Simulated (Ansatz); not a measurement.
# CH3 on Ag(100), bridge start, 2x2 cell: photoemission fingerprints, part 3 of 4

What would XPS and UPS show for CH3 on Ag(100), bridge start, 2x2 cell? Spin–orbit coupling is left out of the bands throughout.

Ansatz 0.2.0; DFT, PBE, plane-wave PAW, scalar-relativistic; PAW set soft_1 (the session's first sound run).

So far, work function, upper face (eV): step 2 (the clean face) 4.20; step 3 (relaxing the atoms) 4.40.

## 4. Bands by layer (continued)

A(k,E), middle over k along the path and E. Zero: Fermi level.

Values in eV⁻¹, 12 rows by 16 columns, each cell a mean:
```
0.4 0.5 0.1 0.1 0.2 0.1 0.0 0.1 0.2 0.3 0.2 0.2 0.2 0.3 0.5 0.2
0.8 0.2 0.2 0.1 0.2 0.2 0.2 0.2 0.1 0.1 0.3 0.0 0.1 0.5 0.7 1.0
0.1 0.3 0.2 0.2 0.1 0.1 0.1 0.2 0.1 0.2 0.5 0.2 0.5 1.0 0.6 0.0
0.0 0.3 0.2 0.2 0.2 0.1 0.1 0.1 0.2 0.2 0.3 1.3 1.6 0.4 0.0 0.0
0.0 0.1 0.3 0.3 0.2 0.2 0.2 0.2 0.2 0.2 0.5 0.7 0.1 0.0 0.0 0.0
0.1 0.1 0.3 0.3 0.3 0.2 0.4 0.3 0.2 0.3 0.6 0.1 0.1 0.1 0.1 0.1
3.9 3.0 1.5 1.2 1.2 1.8 2.2 2.0 1.6 1.8 1.8 1.9 1.9 2.2 2.9 3.9
1.7 2.5 3.5 3.6 3.5 3.7 3.7 3.6 3.5 3.0 2.3 2.2 2.4 2.9 2.6 1.7
1.0 1.2 2.3 3.4 3.7 2.9 2.6 2.8 3.6 4.3 4.5 4.5 4.0 2.0 1.1 1.0
3.3 3.8 3.7 3.2 2.9 2.5 1.9 2.2 2.4 2.3 1.9 1.7 2.6 3.6 3.8 3.3
1.0 0.4 0.1 0.1 0.6 0.9 1.1 1.0 0.9 0.5 0.6 0.6 0.2 0.1 0.4 1.0
0.0 0.0 0.0 0.0 0.0 0.3 0.7 0.4 0.1 0.0 0.0 0.0 0.0 0.0 0.0 0.0
```
Columns: k along the path (Å⁻¹) from 0 to 3.66; rows upwards: E (eV) from -7.7 to 3.18.

A(k,E), bottom over k along the path and E. Zero: Fermi level.

Ten even steps from '0' (0.0 eV⁻¹) to '9' (6.4 eV⁻¹), each cell a mean:
```
00010000000000000000001211111000200
10100000000000000000000010000002001
00000000000000000000000000000020110
00000000000000000000001000001201000
00000000000010101000000000012010000
00000000000000000000000111211100000
00000000000000000000000011210000000
00000000000000000000000021000000000
00001000000000000000000100000000000
00000010000000000000000000000000000
00000001000000100000002000000000000
43310010101100100110010000000001334
67786323335677777655566665555567776
44447976655566666665543334444475444
11122246775544444458765554346632111
12222344444443334565567777763211121
22335567764322222222232222345554322
55554321124334444433323222233455555
32210000000122222211111111100001223
00000000000000000000000000000000000
00000000000000000000000000000000000
00000000000000000000000000000000000
```
Columns: k along the path (Å⁻¹) from 0 to 3.66; rows upwards: E (eV) from -7.7 to 3.18.

Peaks of A(k,E) at the labelled points: for each region the eleven nearest the zero at most, each over 6 % of that point's highest, less those above the energy where the solved bands run out; weight and spread sum the levels within three half widths or 0.3 eV, so near peaks share levels. Peaks of the spectral function, the first 40 of 125 rows:

```csv
point,weight on,E (eV),A (1/eV),weight near the peak,rms spread of levels (eV)
M,total,-4.24,1.185,0.481,0.148
M,total,-4.12,1.193,0.306,0.14
M,total,-3.7,8.312,3.096,0.136
M,total,-3.5,7.274,4.348,0.176
M,total,-3.38,9.492,3.362,0.14
M,total,-3,19.04,7.924,0.17
M,total,-2.72,19.49,7.368,0.178
M,total,-2.52,11.75,4.933,0.103
M,total,2.24,11.66,1.922,0.007
M,top,-4.12,0.497,0.141,0.138
M,top,-3.7,2.356,0.858,0.128
M,top,-3.5,1.783,1.045,0.188
M,top,-3.38,1.179,0.802,0.165
M,top,-3.2,2.09,1.125,0.158
M,top,-2.98,3.02,0.99,0.115
M,top,-2.54,6.001,0.944,0.026
M,top,-0.74,0.647,0.11,0.083
M,top,2.24,1.409,0.231,0.007
M,middle,-5.62,3.201,2.902,0.187
M,middle,-5.34,3.37,1.333,0.167
M,middle,-5.14,1.662,0.917,0.096
M,middle,-4.58,3.318,0.739,0.068
M,middle,-3.7,1.988,0.968,0.144
M,middle,-3.5,3.116,1.383,0.15
M,middle,-3.38,4.082,1.097,0.106
M,middle,-3,9.16,3.989,0.154
M,middle,-2.72,12.13,3.161,0.126
M,middle,2.24,6.295,1.039,0.007
M,bottom,-5.14,2.694,1.819,0.088
M,bottom,-4.58,3.14,0.679,0.065
M,bottom,-3.7,3.967,1.269,0.129
M,bottom,-3.5,2.374,1.919,0.186
M,bottom,-3.38,4.227,1.462,0.14
M,bottom,-3.18,3.642,2.533,0.159
M,bottom,-3,6.996,2.944,0.173
M,bottom,-2.74,6.829,3.022,0.204
M,bottom,-2.5,6.625,1.997,0.12
M,bottom,2.24,3.945,0.651,0.007
Γ,total,-3.58,20.12,6.524,0.124
Γ,total,-3.42,11.76,7.254,0.184
```

The DOS has structure finer than the step of the table below, so its rows give means over 1 eV, whole bins alone (the curve runs from -14.2 to 5.72 eV). Peaks (eV: height): total -5.4: 63.0, -3.1: 80.5; Ag 4d -3.1: 78.5; Ag 5s -5.8: 6.60, -0.4: 4.27, 0.6: 3.77, 3.0: 3.79; Ag 5p* 1.4: 3.88, 2.9: 5.34, 4.9: 8.89, 5.5: 10.8; C 2p -5.6: 3.86.

* holds the states left over by the projection beside any projected weight of its own. Table of DOS by E, zero at the Fermi level; means over each step; values in states/eV/cell:

```
E (eV)   total   Ag 4d   Ag 5s   Ag 5p*     C 2p     H 1s     C 2s
   -13  0.0233  3.3e-4  4.7e-4   1.9e-5   1.6e-4  0.00934   0.0126
   -12    1.98  0.0282  0.0400  0.00194   0.0137    0.791     1.07
   -11       0       0       0        0        0        0        0
   -10       0       0       0        0        0        0        0
    -9       0       0       0        0        0        0        0
    -8       0       0  1.7e-5        0        0        0        0
    -7   0.845  0.0183   0.817  0.00643  0.00135   8.7e-4   2.4e-4
    -6    23.2    16.7    4.23    0.129     1.37    0.826  0.00211
    -5    59.2    53.9    3.53    0.401    0.871    0.493  0.00121
    -4    70.6    67.6    1.91    0.453    0.384    0.163  0.00315
    -3    57.5    55.3    1.70    0.186    0.222    0.113  0.00249
    -2    5.03    2.08    2.52    0.182    0.231   0.0125  0.00417
    -1    5.11    1.21    3.03    0.445    0.394   0.0116   0.0235
     0    6.14   0.944    3.56     1.30    0.292   0.0106   0.0360
     1    6.54   0.564    3.29     2.49    0.133   0.0192   0.0367
     2    6.29   0.338    2.51     3.25   0.0696   0.0618   0.0550
     3    7.16   0.301    2.77     3.91   0.0445   0.0795   0.0473
     4    8.08   0.209    2.31     5.26   0.0480    0.165   0.0845
     5    10.7   0.181    1.75     8.36    0.100    0.249   0.0549
```

Sums over each group's atoms; a table of it gives point samples, which can step over narrow peaks. DOS of the group against E, zero at the Fermi level; 7 of 11 lines; values in states/eV:

```csv
E (eV),other layers: Ag 4d,layer 1: Ag 4d,layer 2: Ag 4d,layer 3: Ag 4d,other layers: Ag 5s,layer 1: Ag 5s,layer 2: Ag 5s
-13,0,0,0,0,0,0,0
-12,0,0.0283,4.5e-5,0,0,0.0400,2.4e-4
-11,0,0,0,0,0,0,0
-10,0,0,0,0,0,0,0
-9,0,0,0,0,0,0,0
-8,0,0,0,0,0,0,0
-7,0.00337,0.00192,0.00232,6.9e-4,0.309,0.0592,0.268
-6,3.04,1.15,3.21,3.66,1.63,0.494,1.36
-5,21.2,9.07,11.4,7.58,1.29,0.709,0.486
-4,27.5,16.0,10.4,11.5,0.741,0.391,0.344
-3,29.5,13.9,15.2,14.2,0.757,0.416,0.293
-2,0.681,0.334,0.434,0.408,0.984,0.601,0.366
-1,0.366,0.272,0.217,0.214,1.23,0.578,0.530
0,0.359,0.236,0.197,0.219,1.78,0.846,0.614
1,0.162,0.101,0.106,0.109,1.38,0.645,0.644
2,0.106,0.0641,0.0663,0.0730,0.938,0.478,0.527
3,0.177,0.0706,0.0631,0.0722,1.81,0.721,0.512
4,0.0795,0.0549,0.0452,0.0390,0.995,0.698,0.453
5,0.0544,0.0256,0.0417,0.0520,0.514,0.294,0.399
```

This run's widths, added to any smearing of the DOS itself: Gaussian 0.35 eV, Lorentzian 0.2 eV plus 0.03 an eV of depth. Table of intensity by binding energy, zero at the Fermi level; values in % of the maximum within 13 eV:

```csv
binding energy (eV),21.2 eV,40.8 eV,1253.6 eV,1486.7 eV,5414.7 eV
-1,0.721,0.682,0.692,0.694,0.765
0,2.66,2.20,2.25,2.30,3.72
1,5.11,4.26,4.17,4.24,6.17
2,9.39,8.84,9.05,9.11,10.7
3,86.9,85.7,87.4,87.5,87.8
4,96.3,95.7,96.0,96.0,96.3
5,76.6,72.5,74.8,74.9,76.5
6,29.7,25.2,26.0,26.0,28.4
7,3.44,3.12,3.29,3.32,3.95
8,1.44,1.33,1.37,1.37,1.46
9,0.820,0.775,0.787,0.788,0.824
10,0.536,0.526,0.521,0.522,0.543
11,0.380,0.435,0.390,0.389,0.405
12,-,1.15,0.551,0.540,0.571
13,-,0.404,0.274,0.272,0.284
14,-,0.204,0.182,0.182,0.188
```

Maxima picked by a test of local sharpness, so broad peaks and shoulders can be missing; peaks within 0.45 eV of a curve's cut are left out. Valence peaks, by row:

```csv
photon energy (eV),binding energy (eV),height (% of the maximum within 13 eV),main shell,its share (%)
21.2,3.45,100,Ag 4d,98.43
40.8,3.45,100,Ag 4d,99.5
1254,3.45,100,Ag 4d,99.72
1487,3.45,100,Ag 4d,99.68
5415,3.45,100,Ag 4d,98.54
```

The planar mean, electrostatic potential oscillates, so the rows of the table below give means over windows of 2.1 Å about each position, cut where the curve ends. Its maxima inside the range that stand out by 2 % of the span (Å: eV): 8.5: -0.465, 10.6: -0.534, 12.7: -0.614, 14.7: -0.910, 17.2: 3.01. Its minima: 7.4: -7.72, 9.5: -7.88, 11.6: -7.83, 13.7: -7.87, 15.8: -7.74, 18.1: 0.743.

From the Fermi level. Table of planar mean, electrostatic potential by z; means over each step:

```csv
z (Å),"planar mean, electrostatic potential (eV)"
1.05,4.33
3.15,4.30
5.25,3.98
7.35,-4.53
9.45,-5.11
11.55,-5.08
13.65,-5.13
15.75,-4.79
17.85,2.07
19.95,4.30
22.05,4.40
24.15,4.39
```

The intensity has structure finer than the step of the table below, so its rows give means over 1 eV, whole bins alone (the curve runs from -14.2 to 1.43 eV). Peaks (eV: height): C K -5.6: 100.0, -0.8: 24.2; C K, E along x -5.7: 134; C K, E along y -5.5: 153; C K, E along z -4.2: 39.4, -0.8: 67.7; Ag L-beta2 -4.1: 100.0.

Shapes are the site's partial DOS without matrix elements, which overweights lines from ligand s bands. Intensity against emission energy less the core level's binding energy, zero at the Fermi level; means over each step; values in % of the unpolarised maximum:

```csv
emission energy less the core level's binding energy (eV),C K,"C K, E along x","C K, E along y","C K, E along z",Ag L-beta2
-13,0.341,0.221,0.152,0.649,2.93
-12,0.643,0.358,0.202,1.37,3.74
-11,0.301,0.307,0.283,0.311,4.93
-10,0.350,0.435,0.425,0.189,6.82
-9,0.566,0.741,0.715,0.242,10.1
-8,1.17,1.62,1.48,0.407,16.4
-7,5.74,9.51,6.40,1.33,29.8
-6,64.1,95.1,87.2,9.86,56.0
-5,61.2,65.6,91.5,26.5,86.0
-4,25.5,18.9,20.5,37.0,98.6
-3,15.2,13.4,9.03,23.1,81.5
-2,14.9,5.44,1.83,37.4,48.0
-1,23.1,4.38,0.755,64.0,25.6
0,12.3,2.07,0.401,33.1,14.8
```

Sums over each group's atoms; left-over states aren't shared out by site. Site centres, by row:

```csv
group,element,shell,occupied states,centre of occupied part (eV),centre up to the window's top (eV)
adsorbate,H,1s,2.426,-7.469,-5.002
adsorbate,C,2s,1.138,-11.67,-8.476
adsorbate,C,2p,3.665,-4.247,-3.394
layer 1,Ag,5s,3.865,-3.192,-0.6188
layer 1,Ag,4d,39.49,-3.981,-3.921
layer 2,Ag,5s,3.925,-3.914,-1.208
layer 2,Ag,4d,39.45,-4.23,-4.162
layer 3,Ag,5s,3.976,-3.844,-1.175
layer 3,Ag,4d,39.45,-4.203,-4.134
other layers,Ag,5s,8.04,-3.379,-0.901
other layers,Ag,4d,79.06,-4.079,-4.023
```

Recipe: projected DOS times atomic cross section and asymmetry factor (unpolarised light, 45° from the beam), occupied states only, Fermi edge at 300 K, a Lorentzian width of 0.2 eV growing by 0.03 eV per eV of binding energy, and a resolution of 0.35 eV. Each atom is damped by exp[−depth/(λ cos θ)], θ = 30° from the normal, λ from the universal curve. Curves are cut 10 eV under the photon energy, above any shell that the free atom's threshold puts out of reach, or at the lower edge of the window: 11.2 eV at 21.2 eV, 14.2 eV at 40.8 eV, 14.2 eV at 1253.6 eV, 14.2 eV at 1486.7 eV and 14.2 eV at 5414.7 eV. A star in tables and legends marks shells that hold the states left over by the projection (1.0 % of the filled ones), a stand-in for orbitals that the files don't project on. Matrix elements of the solid and inelastic losses aren't modelled, nor non-dipole terms, which matter above 3 keV.

Share of each shell in the spectrum's area (%), by photon energy:

| shell | 21.2 eV | 40.8 eV | 1253.6 eV | 1486.7 eV | 5414.7 eV |
| --- | --- | --- | --- | --- | --- |
| C 2p | 4.1 | 1.5 | 0.0 | 0.0 | 0.0 |
| Ag 5s | 0.0 | 0.0 | 1.0 | 1.2 | 5.4 |
| Ag 4d | 94.7 | 97.8 | 98.8 | 98.7 | 94.4 |

Regions along c: top from 14.7 to 22.4 Å, middle from 10.4 to 14.7 Å, bottom from 3.5 to 10.4 Å.

The largest force component on a free atom is 0.012 eV/Å, so the atoms are at rest for these settings too. At the Fermi level the DOS is 7.16 states/eV a cell.

## 5. Z+1 stand-in on atom 6

System of this step: CdAg19H3C. The cell holds 24 atoms: 3 H, 1 C, 19 Ag and 1 Cd. Cell: a = 5.869 Å, b = 5.869 Å, c = 25.210 Å, α = 90.0°, β = 90.0°, γ = 90.0°. It derives from Ag. Regions: ad, 4 atoms (3 H and 1 C); L1, 4 atoms (3 Ag and 1 Cd); L2, 4 atoms (4 Ag); L3, 4 atoms (4 Ag); rest, 8 atoms (8 Ag). Vacuum lies along c.

An atom with a screened core hole acts much like the next element, so total energies with that element on different sites give core-level shifts.

Input file input.yaml:

```yaml
crystal:
  lattice:
    - [5.8689862838, 0.0, 0.0]
    - [0.0, 5.8689862838, 0.0]
    - [0.0, 0.0, 25.21]
  atoms:
    - { symbol: H, position: [0.343940627, 9.2612e-05, 0.7158265305] }
    - { symbol: H, position: [0.0884209631, 0.1540240043, 0.7293072374] }
    - { symbol: H, position: [0.0885258206, 0.8459751339, 0.7293073455] }
    - { symbol: C, position: [0.1576934949, 2.09619e-05, 0.710761258] }
    - { symbol: Ag, position: [-0.0005457358, 2.6334e-06, 0.6313648678] }
    - { symbol: Cd, position: [0.4923682178, 2.5219e-06, 0.6253576105] }
    - { symbol: Ag, position: [0.0029137959, 0.5000012159, 0.6234680689] }
    - { symbol: Ag, position: [0.5047662315, 0.5000028593, 0.6228058034] }
    - { symbol: Ag, position: [0.2488625897, 0.2495364519, 0.5436604982] }
    - { symbol: Ag, position: [0.7519795936, 0.2443486048, 0.5454184199] }
    - { symbol: Ag, position: [0.2488619139, 0.7504658394, 0.5436607746] }
    - { symbol: Ag, position: [0.7519810506, 0.7556550702, 0.5454192219] }
    - { symbol: Ag, position: [0.0, 0.0, 0.462118207] }
    - { symbol: Ag, position: [0.5, 0.0, 0.462118207] }
    - { symbol: Ag, position: [0.0, 0.5, 0.462118207] }
    - { symbol: Ag, position: [0.5, 0.5, 0.462118207] }
    - { symbol: Ag, position: [0.25, 0.25, 0.379809599] }
    - { symbol: Ag, position: [0.75, 0.25, 0.379809599] }
    - { symbol: Ag, position: [0.25, 0.75, 0.379809599] }
    - { symbol: Ag, position: [0.75, 0.75, 0.379809599] }
    - { symbol: Ag, position: [0.0, 0.0, 0.297500992] }
    - { symbol: Ag, position: [0.5, 0.0, 0.297500992] }
    - { symbol: Ag, position: [0.0, 0.5, 0.297500992] }
    - { symbol: Ag, position: [0.5, 0.5, 0.297500992] }
kpoints:
  mp_grid: { grid: [6, 6, 1] }
scf:
  occupations: { method: fermi_dirac, width: 0.05 }
  n_extra_bands: 20
hamiltonian:
  xc: pbe
  pseudopotentials: { kind: paw, azcp: { folder: soft_1 } }
output:
  forces: true
  write_potential: true
  volumetric_format: []
efield:
  axis: 3
  dipole_correction: true
```

Run with:

```bash
> ansatz run input.yaml --threads 8 --pin off --max-ram 40960MiB --backend cuda --events-out ev --progress --plain --runs-dir out
```

Numbers of over 12 decimals in the logs are rounded to 6 here.

What it wrote:

```text
[...]
Crystal: 24 atoms, lattice volume = 868.358 Å³
Basis set: ecut = 420 eV, 16937 PW (Γ), exchange–correlation on 80×80×360 points (8 copies of the dense FFT grid, shifted against one another)
Bands: 214, of which v1, the nominal top of the filled ones, is band 194 counted from 1 (193 counted from 0)
Symmetry: 1 space group operations
[...]
k-points: 20 of 36 (time reversal used)
[...]
SCF iter   1: F=—  HF=-152779.442697 eV  |F-HF|=—  |Δ(HF+E_count)|=         —  Δρ=4.94e-2  dr2=2.90e1  ethr=3.10e-3  p=0.000 e·Å  D=7.31e-7 V/Å  ΔV_dip=-0.00 eV  dr2_dipole=6.94e-1  V_vac-E_F(+/−)=4.66/4.66 eV  ⟨swp⟩=6.1  Hψ=16052  notcnv=0  defer=60
[...]
SCF iter   4: F=—  HF=-152771.341557 eV  |F-HF|=—  |Δ(HF+E_count)|=   6.12e-2  Δρ=2.82e-3  dr2=8.40e-2  ethr=1.11e-4  p=-0.003 e·Å  D=-5.36e-4 V/Å  ΔV_dip=0.01 eV  dr2_dipole=2.98e-4  V_vac-E_F(+/−)=4.35/4.34 eV  ⟨swp⟩=2.4  Hψ=8016  notcnv=0  defer=193
[...]
SCF 1 converged in 11 iterations: F = -152771.332907 eV  dr2 = 2.02e-8
[...]
SCF converged after 11 iterations
[...]
```

It took 4.5 s on 1 × NVIDIA GB200 with 8 threads of Arm Neoverse V2, shared host; peak memory 1.7 GiB.

Numbers from this step:

* free energy: -152771.3329 eV
* energy at zero smearing: -152771.3087 eV
* smearing term TS: 0.04833 eV
* Fermi energy: 4.377 eV

## 6. Z+1 stand-in on atom 7

System of this step: CdAg19H3C. The cell holds 24 atoms: 3 H, 1 C, 19 Ag and 1 Cd. Cell: a = 5.869 Å, b = 5.869 Å, c = 25.210 Å, α = 90.0°, β = 90.0°, γ = 90.0°. It derives from Ag. Regions: ad, 4 atoms (3 H and 1 C); L1, 4 atoms (3 Ag and 1 Cd); L2, 4 atoms (4 Ag); L3, 4 atoms (4 Ag); rest, 8 atoms (8 Ag). Vacuum lies along c.

The same swap on atom 7.

input.yaml, as its differences from that of step 5:

```diff
@@ -11,4 +11,4 @@
     - { symbol: Ag, position: [-0.0005457358, 2.6334e-06, 0.6313648678] }
-    - { symbol: Cd, position: [0.4923682178, 2.5219e-06, 0.6253576105] }
-    - { symbol: Ag, position: [0.0029137959, 0.5000012159, 0.6234680689] }
+    - { symbol: Ag, position: [0.4923682178, 2.5219e-06, 0.6253576105] }
+    - { symbol: Cd, position: [0.0029137959, 0.5000012159, 0.6234680689] }
     - { symbol: Ag, position: [0.5047662315, 0.5000028593, 0.6228058034] }
```

What it wrote:

```text
[...]
Crystal: 24 atoms, lattice volume = 868.358 Å³
Basis set: ecut = 420 eV, 16937 PW (Γ), exchange–correlation on 80×80×360 points (8 copies of the dense FFT grid, shifted against one another)
Bands: 214, of which v1, the nominal top of the filled ones, is band 194 counted from 1 (193 counted from 0)
Symmetry: 1 space group operations
[...]
k-points: 20 of 36 (time reversal used)
[...]
SCF iter   1: F=—  HF=-152779.528963 eV  |F-HF|=—  |Δ(HF+E_count)|=         —  Δρ=4.94e-2  dr2=2.92e1  ethr=3.10e-3  p=0.000 e·Å  D=6.96e-7 V/Å  ΔV_dip=-0.00 eV  dr2_dipole=7.16e-1  V_vac-E_F(+/−)=4.66/4.66 eV  ⟨swp⟩=6.0  Hψ=16120  notcnv=0  defer=50
[...]
SCF iter   4: F=—  HF=-152771.344392 eV  |F-HF|=—  |Δ(HF+E_count)|=   7.07e-2  Δρ=2.55e-3  dr2=6.79e-2  ethr=1.32e-4  p=-0.010 e·Å  D=-2.01e-3 V/Å  ΔV_dip=0.05 eV  dr2_dipole=1.15e-5  V_vac-E_F(+/−)=4.38/4.33 eV  ⟨swp⟩=2.1  Hψ=7907  notcnv=0  defer=200
[...]
SCF 1 converged in 11 iterations: F = -152771.340339 eV  dr2 = 1.56e-8
[...]
SCF converged after 11 iterations
[...]
```

Run time: 3.9 s. Hardware: 1 × NVIDIA GB200 with 8 threads; peak memory 1.7 GiB.

Numbers from this step:

- free energy: -152771.3403 eV
- energy at zero smearing: -152771.3155 eV
- smearing term TS: 0.04963 eV
- Fermi energy: 4.370 eV

## 7. Z+1 stand-in on atom 13

System of this step: CdAg19H3C. The cell holds 24 atoms: 3 H, 1 C, 19 Ag and 1 Cd. Its edges and angles: a = 5.869 Å, b = 5.869 Å, c = 25.210 Å, α = 90.0°, β = 90.0°, γ = 90.0°. It derives from Ag. Regions: ad, 4 atoms (3 H and 1 C); L1, 4 atoms (4 Ag); L2, 4 atoms (4 Ag); L3, 4 atoms (1 Cd and 3 Ag); rest, 8 atoms (8 Ag). Vacuum lies along c.

The same swap on atom 13.

input.yaml, as its differences from that of step 6:

```diff
@@ -12,3 +12,3 @@
     - { symbol: Ag, position: [0.4923682178, 2.5219e-06, 0.6253576105] }
-    - { symbol: Cd, position: [0.0029137959, 0.5000012159, 0.6234680689] }
+    - { symbol: Ag, position: [0.0029137959, 0.5000012159, 0.6234680689] }
     - { symbol: Ag, position: [0.5047662315, 0.5000028593, 0.6228058034] }
@@ -18,3 +18,3 @@
     - { symbol: Ag, position: [0.7519810506, 0.7556550702, 0.5454192219] }
-    - { symbol: Ag, position: [0.0, 0.0, 0.462118207] }
+    - { symbol: Cd, position: [0.0, 0.0, 0.462118207] }
     - { symbol: Ag, position: [0.5, 0.0, 0.462118207] }
```

What it wrote:

```text
[...]
Crystal: 24 atoms, lattice volume = 868.358 Å³
Basis set: ecut = 420 eV, 16937 PW (Γ), exchange–correlation on 80×80×360 points (8 copies of the dense FFT grid, shifted against one another)
Bands: 214, of which v1, the nominal top of the filled ones, is band 194 counted from 1 (193 counted from 0)
Symmetry: 1 space group operations
[...]
k-points: 20 of 36 (time reversal used)
[...]
SCF iter   1: F=—  HF=-152779.342644 eV  |F-HF|=—  |Δ(HF+E_count)|=         —  Δρ=4.93e-2  dr2=3.01e1  ethr=3.10e-3  p=0.000 e·Å  D=7.47e-7 V/Å  ΔV_dip=-0.00 eV  dr2_dipole=1.74e0  V_vac-E_F(+/−)=4.67/4.67 eV  ⟨swp⟩=6.1  Hψ=16338  notcnv=0  defer=32
[...]
SCF iter   4: F=—  HF=-152771.275189 eV  |F-HF|=—  |Δ(HF+E_count)|=   7.39e-2  Δρ=3.39e-3  dr2=1.23e-1  ethr=1.38e-4  p=-0.046 e·Å  D=-9.61e-3 V/Å  ΔV_dip=0.24 eV  dr2_dipole=5.18e-3  V_vac-E_F(+/−)=4.56/4.32 eV  ⟨swp⟩=2.7  Hψ=9128  notcnv=0  defer=186
[...]
SCF 1 converged in 11 iterations: F = -152771.256162 eV  dr2 = 1.57e-8
[...]
SCF converged after 11 iterations
[...]
```

It took 6.3 s on 1 × NVIDIA GB200 with 8 threads; peak memory 1.7 GiB; 14 s of CPU time.

Numbers from this step:

```
free energy             : -152771.2562 eV
energy at zero smearing : -152771.2357 eV
smearing term TS        : 0.04093 eV
Fermi energy            : 4.348 eV
```

## 8. Shifts from the Z+1 runs

An atom with a screened core hole acts like the next element, so the difference of two such total energies is the shift between the two sites; positive is more bound. Shifts count from the last listed atom of each element.

```
atom   region  replaced by  shell meant  free energy (eV)  shift (eV)
 Ag6  layer 1           Cd           3d       -152771.333       -0.08
 Ag7  layer 1           Cd           3d       -152771.340       -0.08
Ag13  layer 3           Cd           3d       -152771.256       +0.00
```

The stand-in's nearest image is 5.9 Å away. The method gives no absolute levels and the same shift for every shell of an atom.

[end of part 3 of 4]

[Logs are printed without paths, hosts, clocks, repeated set-up lines and the standing remarks that a program may print on its own settings, such as how far it seeks lower states.]

[Hosts, paths, dates, database ids (printed as entryN), source tags and the programs' standing remarks are cut or masked in the printed files.]

[Maps of the electrostatic potential energy from Ansatz leave out the sawtooth potential of an applied field or a dipole correction, so their vacuum need not be flat; work functions include it.]
